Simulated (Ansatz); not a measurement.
**La on Ir(111): change of the work function**

How does La on the fcc site change the work function of Ir(111) as the layer fills?

Method: plane-wave DFT, PBE, Ansatz PAW, in Ansatz 0.2.0.

The raw output is cut from this account; settings, times and results stay.

## (1) Set-up

The cell holds 4 atoms: 4 Ir. Cell: a = 2.715 Å, b = 2.715 Å, c = 24.651 Å, α = 90.0°, β = 90.0°, γ = 60.0°. Vacuum lies along c.

## (2) The clean slab

The bare slab comes first, as the zero from which every change is counted. The two lowest layers are held at bulk places and the upper ones relax. The dipole correction removes the false field that a one-sided slab makes across the periodic vacuum, so each face gets a flat vacuum level of its own.

input.yaml

```yaml
crystal:
  lattice:
    - [2.7152900398, 0.0, 0.0]
    - [1.3576450199, 2.3515101531, 0.0]
    - [0.0, 0.0, 24.6510751011]
  atoms:
    - { symbol: Ir, position: [0.0, 0.0, 0.3650956383] }
    - { symbol: Ir, position: [0.3333333333, 0.3333333333, 0.4550318794] }
    - { symbol: Ir, position: [0.6666666667, 0.6666666667, 0.5449681206] }
    - { symbol: Ir, position: [0.0, 0.0, 0.6349043617] }
kpoints:
  mp_grid: { grid: [12, 12, 1] }
hamiltonian:
  xc: pbe
scf:
  occupations: { method: fermi_dirac, width: 0.1 }
  convergence: { dr2_threshold: 1.0e-08 }
efield:
  axis: 3
  dipole_correction: true
  ramp_position: 0.97
  ramp_width: 0.06
relax:
  f_tol: 0.02
  max_steps: 60
  constraints: [{ sites: [0, 1] }]
output:
  write_potential: true
  write_density: true
  volumetric_format: npy
```

Command:

```bash
ansatz run input.yaml --threads 4 --pin off --max-ram 16384MiB --backend cpu --events-out ev --progress --plain --runs-dir out
```

It took 10 s on 4 threads of Arm Neoverse V1, shared host; peak memory 0.47 GiB.

Step by step:

```
step  energy less that of the first step (eV)  largest force component (eV/Å)
   1                                   0.0000                          0.1352
   2                                   0.0012                          0.2063
   3                                  -0.0009                          0.0028
```

Relaxation step 2 was tried and not accepted.

The run keeps the 6 symmetry operations that the program found, so distortions that break them were not tested.

The atoms that moved most (Å):

```
atom     dx     dy      dz  length
 Ir4  0.000  0.000  -0.016   0.016
```

Final coordinates:

```xyz
4
Lattice="2.7153 0.0000 0.0000 1.3576 2.3515 0.0000 0.0000 0.0000 24.6511" Properties=species:S:1:pos:R:3
Ir    0.0000    0.0000    9.0000
Ir    1.3576    0.7838   11.2170
Ir    2.7153    1.5677   13.4315
Ir    0.0000    0.0000   15.6353
```

Numbers from this step:

| Item | Value |
| --- | --- |
| energy at zero smearing | -47739.4651 eV |
| work function, upper face | 5.486 eV |
| dipole along the normal | 2.68e-4 e·Å |

Running mean over 2.217 Å of the planar mean; the ramp of the sawtooth is left out. Electron's electrostatic potential energy less the Fermi level against z:

```
z (Å)  electron's electrostatic potential energy less the Fermi level (eV)
  3.5                                                                 5.49
  4.0                                                                 5.49
  4.5                                                                 5.49
  5.0                                                                 5.49
  5.5                                                                 5.47
  6.0                                                                 5.42
  6.5                                                                 5.19
  7.0                                                                 4.28
  7.5                                                                0.793
  8.0                                                                -5.49
  8.5                                                                -10.8
  9.0                                                                -12.7
  9.5                                                                -13.1
 10.0                                                                -13.3
 10.5                                                                -13.4
 11.0                                                                -13.5
 11.5                                                                -13.6
 12.0                                                                -13.6
 12.5                                                                -13.6
 13.0                                                                -13.6
 13.5                                                                -13.6
 14.0                                                                -13.6
 14.5                                                                -13.5
 15.0                                                                -13.3
 15.5                                                                -12.9
 16.0                                                                -11.7
 16.5                                                                -7.22
 17.0                                                               -0.753
 17.5                                                                 3.68
 18.0                                                                 5.04
 18.5                                                                 5.38
 19.0                                                                 5.46
 19.5                                                                 5.48
 20.0                                                                 5.48
 20.5                                                                 5.49
 21.0                                                                 5.49
 21.5                                                                 5.49
```

The relaxation took 3 steps and lowered the energy by 9.4e-4 eV; the largest force on the free atoms ends at 0.0028 eV/Å.

The work function of the upper face is 5.49 eV.

## (3) Adsorbate added, k-mesh 4×4×1, coverage 0.111 ML

System of this step: La/Ir(111). The cell holds 37 atoms: 36 Ir and 1 La. Its edges and angles: a = 8.146 Å, b = 8.146 Å, c = 27.859 Å, α = 90.0°, β = 90.0°, γ = 60.0°. Vacuum lies along c.

The clean slab as it ended is repeated in the plane and the adsorbate is set on one face; the cell's size fixes the coverage, and the k-mesh shrinks with it to keep the sampling density about even. Adsorbate and upper layers relax, since the dipole depends on the height.

input.yaml

```yaml
crystal:
  lattice:
    - [8.1458701194, 0.0, 0.0]
    - [4.0729350597, 7.0545304593, 0.0]
    - [0.0, 0.0, 27.8586853312]
  atoms:
    - { symbol: Ir, position: [0.0, 0.0, 0.323059035] }
    - { symbol: Ir, position: [0.1111111111, 0.1111111111, 0.4026401426] }
    - { symbol: Ir, position: [0.2222222222, 0.2222222222, 0.4821286076] }
    - { symbol: Ir, position: [0.0, 0.0, 0.5612354888] }
    - { symbol: Ir, position: [0.0, 0.3333333333, 0.323059035] }
    - { symbol: Ir, position: [0.1111111111, 0.4444444444, 0.4026401426] }
    - { symbol: Ir, position: [0.2222222222, 0.5555555556, 0.4821286076] }
    - { symbol: Ir, position: [0.0, 0.3333333333, 0.5612354888] }
[... 25 atom lines left out ...]
    - { symbol: Ir, position: [0.7777777778, 0.7777777778, 0.4026401426] }
    - { symbol: Ir, position: [0.8888888889, 0.8888888889, 0.4821286076] }
    - { symbol: Ir, position: [0.6666666667, 0.6666666667, 0.5612354888] }
    - { symbol: La, position: [0.1111111111, 0.1111111111, 0.676940965] }
kpoints:
  mp_grid: { grid: [4, 4, 1] }
hamiltonian:
  xc: pbe
scf:
  occupations: { method: fermi_dirac, width: 0.1 }
  convergence: { dr2_threshold: 1.0e-08 }
efield:
  axis: 3
  dipole_correction: true
  ramp_position: 0.97
  ramp_width: 0.06
relax:
  f_tol: 0.02
  max_steps: 60
  constraints:
    - { sites: [0, 1, 4, 5, 8, 9, 12, 13, 16, 17, 20, 21, 24, 25, 28, 29, 32, 33] }
output:
  write_potential: true
  write_density: true
  volumetric_format: npy
```

The job ended after 25 min (4 threads; peak memory 10 GiB; 72 min of CPU time).

The steps of the relaxation:

```
step  energy less that of the first step (eV)  largest force component (eV/Å)
   1                                   0.0000                          3.5083
   2                                  -0.8615                          3.8592
   3                                  -1.7075                          3.8346
   4                                  -2.4685                          2.9627
   5                                  -2.8764                          0.8286
   6                                  -2.8527                          0.7663
   7                                  -2.9505                          0.3377
   8                                  -2.9598                          0.0858
   9                                  -2.9603                          0.0126
```

Relaxation step 6 was tried and not accepted.

Forces are held to the 6 operations that the program found; a distortion that breaks them can't arise in this run.

The atoms that moved most (Å):

```
atom      dx      dy      dz  length
La37   0.000   0.000  -0.909   0.909
 Ir4  -0.029  -0.017   0.063   0.071
Ir16   0.029  -0.017   0.063   0.071
 Ir8   0.000   0.033   0.063   0.071
Ir24   0.000  -0.010   0.023   0.025
Ir32  -0.008   0.005   0.023   0.025
Ir20   0.008   0.005   0.023   0.025
Ir31   0.000   0.012  -0.018   0.022
```

Final coordinates:

```cif
data_structure
_symmetry_space_group_name_H-M 'P 1'
_symmetry_Int_Tables_number 1
_cell_length_a 8.1459
_cell_length_b 8.1459
_cell_length_c 27.8587
_cell_angle_alpha 90.000
_cell_angle_beta 90.000
_cell_angle_gamma 60.000
_cell_volume 1600.91
loop_
_atom_site_label
_atom_site_type_symbol
_atom_site_fract_x
_atom_site_fract_y
_atom_site_fract_z
_atom_site_occupancy
Ir1 Ir 0.00000 0.00000 0.32306 1
Ir2 Ir 0.11111 0.11111 0.40264 1
Ir3 Ir 0.22153 0.22153 0.48248 1
Ir4 Ir 0.99766 0.99766 0.56349 1
Ir5 Ir 0.00000 0.33333 0.32306 1
Ir6 Ir 0.11111 0.44444 0.40264 1
Ir7 Ir 0.22211 0.55561 0.48262 1
Ir8 Ir 0.99766 0.33802 0.56349 1
Ir9 Ir 0.00000 0.66667 0.32306 1
Ir10 Ir 0.11111 0.77778 0.40264 1
Ir11 Ir 0.22153 0.89028 0.48248 1
Ir12 Ir 0.99916 0.66708 0.56128 1
Ir13 Ir 0.33333 0.00000 0.32306 1
Ir14 Ir 0.44444 0.11111 0.40264 1
Ir15 Ir 0.55561 0.22211 0.48262 1
Ir16 Ir 0.33802 0.99766 0.56349 1
Ir17 Ir 0.33333 0.33333 0.32306 1
Ir18 Ir 0.44444 0.44444 0.40264 1
Ir19 Ir 0.55561 0.55561 0.48262 1
Ir20 Ir 0.33402 0.33402 0.56206 1
Ir21 Ir 0.33333 0.66667 0.32306 1
Ir22 Ir 0.44444 0.77778 0.40264 1
Ir23 Ir 0.55724 0.88804 0.48148 1
Ir24 Ir 0.33402 0.66528 0.56206 1
Ir25 Ir 0.66667 0.00000 0.32306 1
Ir26 Ir 0.77778 0.11111 0.40264 1
Ir27 Ir 0.89028 0.22153 0.48248 1
Ir28 Ir 0.66708 0.99916 0.56128 1
Ir29 Ir 0.66667 0.33333 0.32306 1
Ir30 Ir 0.77778 0.44444 0.40264 1
Ir31 Ir 0.88804 0.55724 0.48148 1
Ir32 Ir 0.66528 0.33402 0.56206 1
Ir33 Ir 0.66667 0.66667 0.32306 1
Ir34 Ir 0.77778 0.77778 0.40264 1
Ir35 Ir 0.88804 0.88804 0.48148 1
Ir36 Ir 0.66708 0.66708 0.56128 1
La37 La 0.11111 0.11111 0.64429 1
```

Read from the output:

| Property | Result |
| --- | --- |
| energy at zero smearing | -435907.8732 eV |
| work function, upper face | 2.512 eV |
| work function, lower face | 5.502 eV |
| dipole along the normal | 0.9495 e·Å |
| step between the vacuum levels | -2.990 eV |

Running mean over 2.217 Å of the planar mean; the ramp of the sawtooth is left out. Electron's electrostatic potential energy less the Fermi level against z:

```
z (Å)  electron's electrostatic potential energy less the Fermi level (eV)
  3.5                                                                 5.50
  4.0                                                                 5.50
  4.5                                                                 5.50
  5.0                                                                 5.50
  5.5                                                                 5.48
  6.0                                                                 5.42
  6.5                                                                 5.20
  7.0                                                                 4.27
  7.5                                                                0.787
  8.0                                                                -5.50
  8.5                                                                -10.8
  9.0                                                                -12.7
  9.5                                                                -13.1
 10.0                                                                -13.3
 10.5                                                                -13.4
 11.0                                                                -13.5
 11.5                                                                -13.6
 12.0                                                                -13.6
 12.5                                                                -13.5
 13.0                                                                -13.5
 13.5                                                                -13.5
 14.0                                                                -13.3
 14.5                                                                -13.2
 15.0                                                                -13.1
 15.5                                                                -13.0
 16.0                                                                -12.0
 16.5                                                                -8.49
 17.0                                                                -3.09
 17.5                                                                0.410
 18.0                                                                 1.10
 18.5                                                                 1.17
 19.0                                                                 1.50
 19.5                                                                 1.97
 20.0                                                                 2.33
 20.5                                                                 2.45
 21.0                                                                 2.49
 21.5                                                                 2.50
 22.0                                                                 2.51
 22.5                                                                 2.51
 23.0                                                                 2.51
 23.5                                                                 2.51
 24.0                                                                 2.51
 24.5                                                                 2.51
```

The relaxation took 9 steps and lowered the energy by 3.0 eV; the largest force on the free atoms ends at 0.013 eV/Å.

The covered face has 2.51 eV, -2.97 eV against the clean one; the bare back face has moved by +0.01 eV, a measure of how thin the slab is.

(Continued in part 2 of 2.)

[Long decimals in the printed logs are rounded to 6 places.]

[Logs are printed without paths, hosts, clocks, repeated set-up lines and the standing remarks that a program may print on its own settings, such as how far it seeks lower states.]

[Hosts, paths, dates, database ids (printed as entryN), source tags and the programs' standing remarks are cut or masked in the printed files.]

[Maps of the electrostatic potential energy from Ansatz leave out the sawtooth potential of an applied field or a dipole correction, so their vacuum need not be flat; planar profiles and work functions include it.]
